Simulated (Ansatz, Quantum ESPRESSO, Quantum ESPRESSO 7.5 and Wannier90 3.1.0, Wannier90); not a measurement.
## Ballistic channels from Wannier functions: straight Au chain, spacing 2.60 Å

How many channels does the wire offer, and does a small Wannier basis get them right? The wire: straight Au chain, spacing 2.60 Å.

Method: plane-wave DFT, PBE, GBRV ultrasoft pseudopotentials (cross-check by Ansatz 0.2.0 with PAW datasets), in Quantum ESPRESSO 7.5 and Wannier90 3.1.0.

Report form: the programs' logs are mostly left out.

## Step 1: The starting structure

The cell holds 1 atom: 1 Au. Cell: a = 8.000 Å, b = 8.000 Å, c = 2.600 Å, α = 90.0°, β = 90.0°, γ = 90.0°. Vacuum lies along a and b. The structure's axis is c.

## Step 2: SCF with pw.x

scf.in reads:

```
&control
  prefix = 'scf'
  outdir = './out'
  pseudo_dir = './pseudo'
  calculation = 'scf'
  tprnfor = .true.
/
&system
  ibrav = 0
  nat = 1
  ntyp = 1
  ecutwfc = 34
  ecutrho = 170
  occupations = 'smearing'
  smearing = 'mv'
  degauss = 0.005
/
&electrons
  conv_thr = 1e-07
  mixing_beta = 0.4
  electron_maxstep = 120
  mixing_mode = 'local-TF'
/
ATOMIC_SPECIES
  Au  196.9666  au_pbe_v1.uspp.F.UPF
CELL_PARAMETERS angstrom
  8.00000000000000 0.00000000000000 0.00000000000000
  0.00000000000000 8.00000000000000 0.00000000000000
  0.00000000000000 0.00000000000000 2.60000000000000
ATOMIC_POSITIONS crystal
  Au  0.000000000000 0.000000000000 0.000000000000
K_POINTS automatic
  1 1 28 0 0 0
```

Run with:

```console
$ OMP_NUM_THREADS=1 mpirun -n 2 pw.x -nk 2 -in scf.in > scf.out
```

Run time: 6.3 s. Hardware: 2 MPI ranks of AMD EPYC 9R45, shared host; peak memory 0.27 GiB; 12 s of CPU time.

Numbers from this step:

- free energy: -1562.9865 eV
- Fermi energy: -4.411 eV

The program's own clock; routines nest. Time by routine:

| routine | wall time (s) | calls |
| --- | --- | --- |
| PWSCF | 5.63 | 1 |
| electrons | 4.18 | 1 |
| sum_band | 1.35 | 10 |
| init_run | 1.22 | 1 |
| c_bands | 1.22 | 10 |
| h_psi | 1.07 | 338 |
| newd | 1.06 | 10 |
| fftw | 1 | 4902 |
| cegterg | 0.98 | 80 |
| vloc_psi | 0.98 | 338 |
| ffts | 0.54 | 1004 |
| mix_rho | 0.49 | 10 |
| hinit0 | 0.4 | 1 |
| potinit | 0.37 | 1 |

The run needed 9 iterations to bring the estimated error under 1e-07 Ry.

## Step 3: Full uniform mesh without symmetry

Wannier90 needs the states on a whole uniform mesh, listed point by point, without symmetry.

nscf.in reads:

```
&control
  prefix = 'nscf'
  outdir = './out'
  pseudo_dir = './pseudo'
  calculation = 'nscf'
/
&system
  ibrav = 0
  nat = 1
  ntyp = 1
  ecutwfc = 34
  ecutrho = 170
  occupations = 'smearing'
  smearing = 'mv'
  degauss = 0.005
  nosym = .true.
  noinv = .true.
  nbnd = 17
/
&electrons
  conv_thr = 1e-09
  mixing_beta = 0.4
  electron_maxstep = 120
  mixing_mode = 'local-TF'
  diago_full_acc = .true.
/
ATOMIC_SPECIES
  Au  196.9666  au_pbe_v1.uspp.F.UPF
CELL_PARAMETERS angstrom
  8.00000000000000 0.00000000000000 0.00000000000000
  0.00000000000000 8.00000000000000 0.00000000000000
  0.00000000000000 0.00000000000000 2.60000000000000
ATOMIC_POSITIONS crystal
  Au  0.000000000000 0.000000000000 0.000000000000
K_POINTS crystal
14
  0.0000000000 0.0000000000 0.0000000000 0.0714285714
  0.0000000000 0.0000000000 0.0714285714 0.0714285714
  0.0000000000 0.0000000000 0.1428571429 0.0714285714
  0.0000000000 0.0000000000 0.2142857143 0.0714285714
  0.0000000000 0.0000000000 0.2857142857 0.0714285714
  0.0000000000 0.0000000000 0.3571428571 0.0714285714
  0.0000000000 0.0000000000 0.4285714286 0.0714285714
  0.0000000000 0.0000000000 0.5000000000 0.0714285714
  0.0000000000 0.0000000000 0.5714285714 0.0714285714
  0.0000000000 0.0000000000 0.6428571429 0.0714285714
  0.0000000000 0.0000000000 0.7142857143 0.0714285714
  0.0000000000 0.0000000000 0.7857142857 0.0714285714
  0.0000000000 0.0000000000 0.8571428571 0.0714285714
  0.0000000000 0.0000000000 0.9285714286 0.0714285714
```

Run with:

```console
$ cp -r out/scf.save out/nscf.save
$ cp out/scf.xml out/nscf.xml
$ OMP_NUM_THREADS=1 mpirun -n 2 pw.x -nk 1 -in nscf.in > nscf.out
```

It took 5.1 s on 2 MPI ranks; peak memory 0.16 GiB.

Read from the output:

```
Fermi energy : -4.351 eV
```

The program's own clock; routines nest. Time by routine:

| routine | wall time (s) | calls |
| --- | --- | --- |
| PWSCF | 4.42 | 1 |
| electrons | 3.63 | 1 |
| c_bands | 3.63 | 1 |
| cegterg | 3.5 | 46 |
| h_psi | 2.56 | 922 |
| vloc_psi | 2.33 | 922 |
| fftw | 2.15 | 17020 |
| init_run | 0.68 | 1 |
| potinit | 0.29 | 1 |
| hinit0 | 0.27 | 1 |
| ffts | 0.27 | 1 |
| interpolate | 0.27 | 1 |
| fft | 0.21 | 13 |
| cdiaghg | 0.19 | 876 |

## Step 4: Neighbour list from wannier90 -pp

The .win file sets projections and windows: states in the frozen window are kept exactly, the outer window gives room to disentangle.

wan.win reads:

```
num_wann = 6
num_bands = 17
num_iter = 200
num_print_cycles = 20
conv_tol = 1e-8
conv_window = 5
guiding_centres = true
dis_num_iter = 1500
dis_conv_tol = 1e-8
dis_win_min = -15.4114
dis_win_max = 4.5886
dis_froz_max = -2.9114
search_shells = 120
fermi_energy = -4.4114

transport = true
transport_mode = bulk
one_dim_axis = z
dist_cutoff = 18.1
dist_cutoff_mode = one_dim
tran_win_min = -4.0
tran_win_max = 2.0
tran_energy_step = 0.02

bands_plot = true
bands_num_points = 96
begin kpoint_path
G 0.0 0.0 0.0 Z 0.0 0.0 0.5
end kpoint_path

begin projections
Au:s;d
end projections

begin unit_cell_cart
ang
  8.0000000000 0.0000000000 0.0000000000
  0.0000000000 8.0000000000 0.0000000000
  0.0000000000 0.0000000000 2.6000000000
end unit_cell_cart

begin atoms_frac
  Au 0.0000000000 0.0000000000 0.0000000000
end atoms_frac

mp_grid = 1 1 14
begin kpoints
  0.0 0.0 0.0000000000
  0.0 0.0 0.0714285714
  0.0 0.0 0.1428571429
  0.0 0.0 0.2142857143
  0.0 0.0 0.2857142857
  0.0 0.0 0.3571428571
  0.0 0.0 0.4285714286
  0.0 0.0 0.5000000000
  0.0 0.0 0.5714285714
  0.0 0.0 0.6428571429
  0.0 0.0 0.7142857143
  0.0 0.0 0.7857142857
  0.0 0.0 0.8571428571
  0.0 0.0 0.9285714286
end kpoints
```

Run with:

```console
$ OMP_NUM_THREADS=1 wannier90.x -pp wan > wan.pp.log
```

Wall time 0.61 s (1 MPI rank); peak memory 0.08 GiB.

## Step 5: Overlaps and projections

pw2wannier90.x computes the overlaps between neighbouring k-points and the projections.

wan.p2w.in reads:

```
&inputpp
  prefix = 'nscf'
  outdir = './out'
  seedname = 'wan'
  write_mmn = .true.
  write_amn = .true.
  write_unk = .false.
/
```

Run with:

```console
$ OMP_NUM_THREADS=1 mpirun -n 2 pw2wannier90.x -in wan.p2w.in > wan.p2w.out
```

Run time: 2.6 s. Hardware: 2 MPI ranks; peak memory 0.16 GiB.

## Step 6: Localisation, bands and conductance

After disentangling and localising, transport_mode = bulk builds principal layers from hoppings within dist_cutoff and counts open channels.

wan.win is that of step 4.

Run with:

```console
$ OMP_NUM_THREADS=1 wannier90.x wan > wan.run.log
```

It took 1.3 s on 1 MPI rank; peak memory 0.08 GiB.

Read from the output:

- lead channels at the Fermi level, one spin: 1.045
- total spread: 7.191 Å²
- gauge-invariant spread: 6.954 Å²
- largest misfit to plane-wave levels between mesh points, inside the frozen window: 0.07221 eV

Per spin. Table of quantum conductance of the perfect wire, open channels by energy, zero at the Fermi level:

energy (eV), quantum conductance of the perfect wire, open channels and a bar from the least value:
```
  -4.0000       1.00 
  -3.7600       1.00 
  -3.5000       1.00 
  -3.2600       1.00 
  -3.0000       1.00 
  -2.7600       1.00 
  -2.5000       3.00 ###############
  -2.2600       3.00 ###############
  -2.0000       3.00 ###############
  -1.7600       3.00 ###############
  -1.5000       3.00 ###############
  -1.2600       5.00 ##############################
  -1.0200       5.00 ##############################
  -0.7600       4.00 #######################
  -0.5000       4.00 ######################
  -0.2600       4.00 ######################
   0.0000       1.04 
   0.2400       1.00 
   0.5000       1.00 
   0.7400       1.00 
   1.0000       1.00 
   1.2400       1.00 
   1.5000       1.00 
   1.7400       1.00 
   2.0000       1.00
```

Wannier functions:

| no. | x (Å) | y (Å) | z (Å) | spread (Å²) |
| --- | --- | --- | --- | --- |
| 1 | 0 | 0 | 0 | 2.673 |
| 2 | 0 | 0 | 0 | 1.157 |
| 3 | 0 | 0 | 0 | 0.9035 |
| 4 | 0 | 0 | 0 | 0.9035 |
| 5 | 0 | 0 | 0 | 0.7715 |
| 6 | 0 | 0 | 0 | 0.7821 |

The electronic bands at the labelled points (eV, zero at the Fermi level; # counts the bands kept):

| point | #3 | #4 | #5 | #6 |
| --- | --- | --- | --- | --- |
| Γ | -1.31 | -0.97 | 0.00 | 0.00 |
| halfway | -1.60 | -1.05 | -1.05 | -0.11 |
| Z | -0.77 | -0.77 | -0.12 | 6.51 |

Bands and channels are those of the Wannier model: bands that were not projected, and all outside the frozen window, are missing or only approximate.

## Step 7: Neighbour list from wannier90 -pp, with dist_cutoff = 5.72

How much does a setting matter? One run is repeated with a change.

wan_w.win is the input of step 6 with these lines changed:

```diff
@@ -18,3 +18,3 @@
 one_dim_axis = z
-dist_cutoff = 18.1
+dist_cutoff = 5.72
 dist_cutoff_mode = one_dim
```

Run with:

```console
$ OMP_NUM_THREADS=1 wannier90.x -pp wan_w > wan_w.pp.log
```

Elapsed: 0.62 s, on 1 MPI rank; peak memory 0.08 GiB.

## Step 8: Overlaps and projections

The follow-up step for that run.

wan_w.p2w.in reads:

```
&inputpp
  prefix = 'nscf'
  outdir = './out'
  seedname = 'wan_w'
  write_mmn = .true.
  write_amn = .true.
  write_unk = .false.
/
```

Run with:

```console
$ OMP_NUM_THREADS=1 mpirun -n 2 pw2wannier90.x -in wan_w.p2w.in > wan_w.p2w.out
```

Run time: 2.6 s. Hardware: 2 MPI ranks; peak memory 0.16 GiB; 4.8 s of CPU time.

## Step 9: Localisation, bands and conductance, with dist_cutoff = 5.72

A sensitivity test on the input.

wan_w.win is the input of step 6 with these lines changed:

```diff
@@ -18,3 +18,3 @@
 one_dim_axis = z
-dist_cutoff = 18.1
+dist_cutoff = 5.72
 dist_cutoff_mode = one_dim
```

Run with:

```console
$ OMP_NUM_THREADS=1 wannier90.x wan_w > wan_w.run.log
```

It took 0.75 s on 1 MPI rank; peak memory 0.08 GiB.

The total spread is 7.19 against 7.19 Å². Between −2 and 1.5 eV the channel count differs from the first run's at 5 % of the energies, and at the Fermi level it is 1 against 1. Spreads don't depend on this cutoff; only the transport does.

## Step 10: The same in Ansatz

A second code with its own PAW datasets, on the same atoms.

Level of this step: plane-wave DFT, PBE, Ansatz PAW (Ansatz 0.2.0).

System of this step: straight Au chain, spacing 2.60 Å, 2 periods. The cell holds 2 atoms: 2 Au. Cell: a = 8.000 Å, b = 8.000 Å, c = 5.200 Å, α = 90.0°, β = 90.0°, γ = 90.0°. Vacuum lies along a and b. The structure's axis is c.

input.yaml reads:

```yaml
crystal:
  lattice:
    - [8.0, 0.0, 0.0]
    - [0.0, 8.0, 0.0]
    - [0.0, 0.0, 5.2]
  atoms:
    - { symbol: Au, position: [0.0, 0.0, 0.0] }
    - { symbol: Au, position: [0.0, 0.0, 0.5] }
kpoints:
  mp_grid: { grid: [1, 1, 14] }
hamiltonian:
  xc: pbe
scf:
  occupations: { method: fermi_dirac, width: 0.05 }
  convergence: { dr2_threshold: 1.0e-08 }
output:
  transmission:
    leads: [[0, 0]]
    e_range: [-4.0, 2.0]
    de: 0.05
    kmesh: [1, 1]
    reduced_basis: true
```

Run with:

```console
$ ansatz run input.yaml --threads 2 --pin off --max-ram 4096MiB --backend cpu --events-out ev --progress --plain --runs-dir out
```

Elapsed: 15 s, on 2 threads; peak memory 0.53 GiB; 29 s of CPU time.

This step gave:

```
free energy                                : -26295.6997 eV
energy at zero smearing                    : -26295.6865 eV
smearing term TS                           : 0.02647 eV
Fermi energy                               : -3.818 eV
symmetry operations                        : 32
lead channels at the Fermi level, one spin : 1
```

Per spin. The open channels by energy, zero at the Fermi level:

energy (eV), open channels and a bar from the least value:
```
   -4.000       1.00 
   -3.800       1.00 
   -3.600       1.00 
   -3.400       1.00 
   -3.200       1.00 
   -3.000       1.00 
   -2.800       1.00 
   -2.600       3.00 ############
   -2.400       3.00 ############
   -2.200       3.00 ############
   -2.000       3.00 ############
   -1.800       3.00 ############
   -1.600       3.00 ############
   -1.400       5.00 ########################
   -1.200       5.00 ########################
   -1.000       6.00 ##############################
   -0.800       4.00 ##################
   -0.600       4.00 ##################
   -0.400       4.00 ##################
   -0.200       4.00 ##################
    0.000       1.00 
    0.200       1.00 
    0.400       1.00 
    0.600       1.00 
    0.800       1.00 
    1.000       1.00 
    1.200       1.00 
    1.400       1.00 
    1.600       1.00 
    1.800       1.00 
    2.000       1.00
```

## Step 11: The arithmetic

1 channel × 77.48 µS = 77 µS, a two-terminal resistance of 12.906/1 = 12.91 kΩ whatever the wire's length, as long as nothing scatters.

## Step 12: Summary of results

| Property | Result |
| --- | --- |
| open channels at the Fermi level, per spin | 1 |
| total spread | 7.19 Å² |
| gauge-invariant spread | 6.95 Å² |
| largest band misfit in the frozen window | 0.0722 eV |
| channels at the Fermi level by Ansatz | 1 |

The wire offers 1 channel per spin at the Fermi level. Between -4 and 1.5 eV the channel count from Wannier functions equals that from Ansatz's layer matching at 93 % of the energies; outside the frozen window the Wannier bands are not held to the plane-wave ones. A band edge of the lead lies within 0.06 eV of the Fermi level, so the channel count there hangs on small shifts and on temperature. The interpolated bands miss plane-wave levels by up to 0.07 eV between mesh points, so steps of the conductance can sit that far off. The wire is perfect, so the conductance only counts bands: each channel, with its partner of the other spin, carries G₀ = 2e²/h. It was run without spin polarisation, which was not tested. Spin-orbit coupling is left out; depending on the atoms that carry the levels of interest, it can split and shift them by tenths of an eV to an eV or more.

[Logs are printed without paths, hosts, clocks, repeated set-up lines and the standing remarks that a program may print on its own settings, such as how far it seeks lower states.]

[Hosts, paths, dates, database ids (printed as entryN), source tags and the programs' standing remarks are cut or masked in the printed files.]

[Maps of the electrostatic potential energy from Ansatz leave out the sawtooth potential of an applied field or a dipole correction, so their vacuum need not be flat; planar profiles and work functions include it.]
